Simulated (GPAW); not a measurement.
# The basis that the transmission of a Mo chain with two C atoms in line needs, part 2 of 2

How well does a Mo chain with two C atoms in line conduct at low bias, and how far do basis and functional move the answer?

GPAW 26.7.0; GPAW LCAO, PAW setups; Landauer transmission from Green's functions with principal layers (ASE), zero bias.

So far, transmission at the Fermi level (one spin): step 2 (double-zeta polarised basis, PBE, GPAW) 2.11; step 3 (basis szp(dzp), PBE, GPAW) 2.11; step 4 (basis sz(dzp), PBE, GPAW) 2.10; step 5 (RPBE) 2.11.

### 9. K-points along the lead 40, grid spacing 0.16, potential alignment off: lead_nz = 40

The lead's own mesh along the current sets its density and potential; where the lead is aligned to the junction's end layer, a rigid shift drops out. The real-space grid carries density and potential; a coarse one breaks translation symmetry along the lead and scatters electrons that should pass. Without the shift, lead and junction are matched by their Fermi levels alone.

The input, run.py:

```python
import json
import numpy as np
from ase import Atoms
from ase.transport.calculators import TransportCalculator
from gpaw import GPAW, FermiDirac
from gpaw.lcao.tools import get_lcao_hamiltonian
from scipy.linalg import eigh

# The junction with lead layers at both ends, along the third cell vector
device = Atoms(
    ['Mo', 'Mo', 'Mo', 'Mo', 'Mo', 'Mo', 'Mo', 'C', 'C', 'Mo', 'Mo', 'Mo', 'Mo', 'Mo', 'Mo', 'Mo'],
    positions=[
        [4.50000, 4.50000, 1.12500],
        [4.50000, 4.50000, 3.37500],
        [4.50000, 4.50000, 5.62500],
        [4.50000, 4.50000, 7.87500],
        [4.50000, 4.50000, 10.12500],
        [4.50000, 4.50000, 12.37500],
        [4.50000, 4.50000, 14.62500],
        [4.50000, 4.50000, 16.35490],
        [4.50000, 4.50000, 17.63490],
        [4.50000, 4.50000, 19.36480],
        [4.50000, 4.50000, 21.61480],
        [4.50000, 4.50000, 23.86480],
        [4.50000, 4.50000, 26.11480],
        [4.50000, 4.50000, 28.36480],
        [4.50000, 4.50000, 30.61480],
        [4.50000, 4.50000, 32.86480]],
    cell=[[9.0, 0.0, 0.0], [0.0, 9.0, 0.0], [0.0, 0.0, 33.9898]],
    pbc=True)

# One principal layer of the lead: the first 5 atoms of the device
lead = Atoms(
    ['Mo', 'Mo', 'Mo', 'Mo', 'Mo'],
    positions=[
        [4.50000, 4.50000, 1.12500],
        [4.50000, 4.50000, 3.37500],
        [4.50000, 4.50000, 5.62500],
        [4.50000, 4.50000, 7.87500],
        [4.50000, 4.50000, 10.12500]],
    cell=[[9.0, 0.0, 0.0], [0.0, 9.0, 0.0], [0.0, 0.0, 11.25]],
    pbc=True)

settings = dict(mode='lcao', basis='dzp', xc='PBE', h=0.16,
                occupations=FermiDirac(0.1), maxiter=250,
                mixer=dict(beta=0.1, nmaxold=8, weight=100.0),
                convergence=dict(density=0.0001))
energies = np.arange(-3, 3 + 1e-9, 0.075)
eta = 0.0001
n1, n2 = 1, 1
# k and -k transmit alike, so half of the mesh across the current serves
mesh = [(i, j) for i in range(n1) for j in range(n2) if (i, j) <= (-i % n1, -j % n2)]
weights = np.array([1 if (i, j) == (-i % n1, -j % n2) else 2 for i, j in mesh]) / (n1 * n2)

# [... helper functions left out ...]
fermi_lead = ground_state(lead, (1, 1, 40), 'lead.txt')
fermi_device = ground_state(device, (1, 1, 3), 'device.txt')
# [... loop over the mesh left out, but for ...]
        # Lead and device are aligned by their Fermi levels alone
        shift = 0.0
# [...]
kT = 8.617333e-5 * 500
bias = [0.1, 0.2, 0.5, 1.0, 1.5, 2.0]
# [... integrals and printing left out ...]
```

On the command line:

```console
$ OMP_NUM_THREADS=1 OPENBLAS_NUM_THREADS=1 python run.py
```

Run time: 7.7 min. Hardware: 1 thread of Arm Neoverse V1, shared host; peak memory 2.6 GiB.

Numbers from this step:

| Item | Value |
| --- | --- |
| conductance | 2.113 G₀ |
| largest coupling past the next principal layer | 2.80e-5 eV |
| largest misfit of the first principal layer | 0.06295 eV |
| shift that aligns the lead | 0 eV |
| transmission at the Fermi level (one spin) | 2.113 |

One spin. Transmission, zone mean against energy, zero at the Fermi level:

energy (eV), transmission, zone mean and a bar:
```
    -3.00       1.64 #######################
    -2.77       1.81 #########################
    -2.55       1.93 ###########################
    -2.40       2.00 ############################
    -2.17       2.05 #############################
    -1.95       2.07 #############################
    -1.73       2.07 #############################
    -1.57       2.07 #############################
    -1.35       2.09 ##############################
    -1.12       2.11 ##############################
    -0.90       2.12 ##############################
    -0.75       2.12 ##############################
    -0.53       2.12 ##############################
    -0.30       2.12 ##############################
    -0.07       2.11 ##############################
     0.00       2.11 ##############################
     0.07       2.11 ##############################
     0.30       2.11 ##############################
     0.53       2.10 ##############################
     0.75       2.10 ##############################
     0.90       2.10 ##############################
     1.12       2.08 #############################
     1.35       2.05 #############################
     1.57       1.99 ############################
     1.73       1.90 ###########################
     1.95       1.12 ###############
     2.17       0.10 #
     2.40       0.09 
     2.55       0.09 
     2.77       0.08 
     3.00       0.06
```

Not self-consistent under bias; the bias window is split evenly. The current through one cell, from the zero-bias transmission by bias:

```csv
bias (V),"current through one cell, from the zero-bias transmission (μA)"
0.100,16.4
0.200,32.7
0.500,81.8
1.000,164
1.500,245
2.000,327
```

The transmission of the three most open eigenchannels by energy, zero at the Fermi level:

```csv
energy (eV),channel 1,channel 2,channel 3
-3.00,0.785,0.785,0.0675
-2.85,0.849,0.849,0.0691
-2.70,0.889,0.889,0.0703
-2.55,0.930,0.930,0.0715
-2.33,0.976,0.976,0.0745
-2.17,0.988,0.988,0.0775
-2.02,0.991,0.991,0.0818
-1.88,0.989,0.989,0.0876
-1.73,0.986,0.986,0.0954
-1.57,0.982,0.982,0.107
-1.35,0.982,0.982,0.125
-1.20,0.985,0.985,0.130
-1.05,0.988,0.988,0.134
-0.90,0.991,0.991,0.135
-0.75,0.993,0.993,0.132
-0.60,0.994,0.994,0.129
-0.38,0.993,0.993,0.128
-0.23,0.992,0.992,0.129
-0.07,0.991,0.991,0.130
0.00,0.990,0.990,0.129
0.07,0.990,0.990,0.128
0.23,0.990,0.990,0.125
0.38,0.990,0.990,0.121
0.60,0.990,0.990,0.116
0.75,0.990,0.990,0.115
0.90,0.988,0.988,0.115
1.05,0.984,0.984,0.115
1.20,0.977,0.977,0.115
1.35,0.966,0.966,0.114
1.57,0.937,0.937,0.109
1.73,0.894,0.894,0.105
1.88,0.752,0.752,0.0999
2.02,0.0947,0.00692,1.2e-7
2.17,0.0899,0.00706,8.7e-8
2.33,0.0856,0.00689,8.5e-8
2.55,0.0798,0.00578,8.2e-8
2.70,0.0756,0.00426,7.9e-8
2.85,0.0705,0.00217,7.6e-8
3.00,0.0622,7.2e-8,1.7e-9
```

The conductance equals that of the dzp run to 0.2 %.

### 10. Outcome

- conductance: 2.11 G₀
- transmission at the Fermi level, mean of the spins: 2.11
- thermopower: about 0 (under 1.5 μV/K)

In words: In the dzp basis the junction conducts 2.11 G₀ at 500 K, with T = 2.11 a spin at the Fermi level; the sz basis reaches that conductance within 10 %. At the Fermi level the three most open eigenchannels pass 0.99, 0.99 and 0.13. Measured against the first run (dzp), the nearest curve is that of dzp-RPBE (r.m.s. 0.012) and the farthest that of sz (0.44). Over the compared runs wall time goes from 96 s (sz) to 245 s (dzp-RPBE), on a shared host. The geometry was built from estimated bond lengths and not relaxed, so the numbers describe this model structure. The run had no spin polarisation, so a magnetic state, which chains and small molecules with open shells often have, wasn't tested. An evenly spaced straight chain is an idealisation: free chains tend to dimerise, zigzag or, where a band edge lies near the Fermi level, turn magnetic. The currents use the zero-bias T(E) throughout, which holds only while the bias is small against the distance to the nearest feature. The energy step is wider than the thermal energy, so the conductance and thermopower rest on interpolation of T(E).

[Logs are printed without paths, hosts, clocks, repeated set-up lines and the standing remarks that a program may print on its own settings, such as how far it seeks lower states.]

[Hosts, paths, dates, database ids (printed as entryN), source tags and the programs' standing remarks are cut or masked in the printed files.]
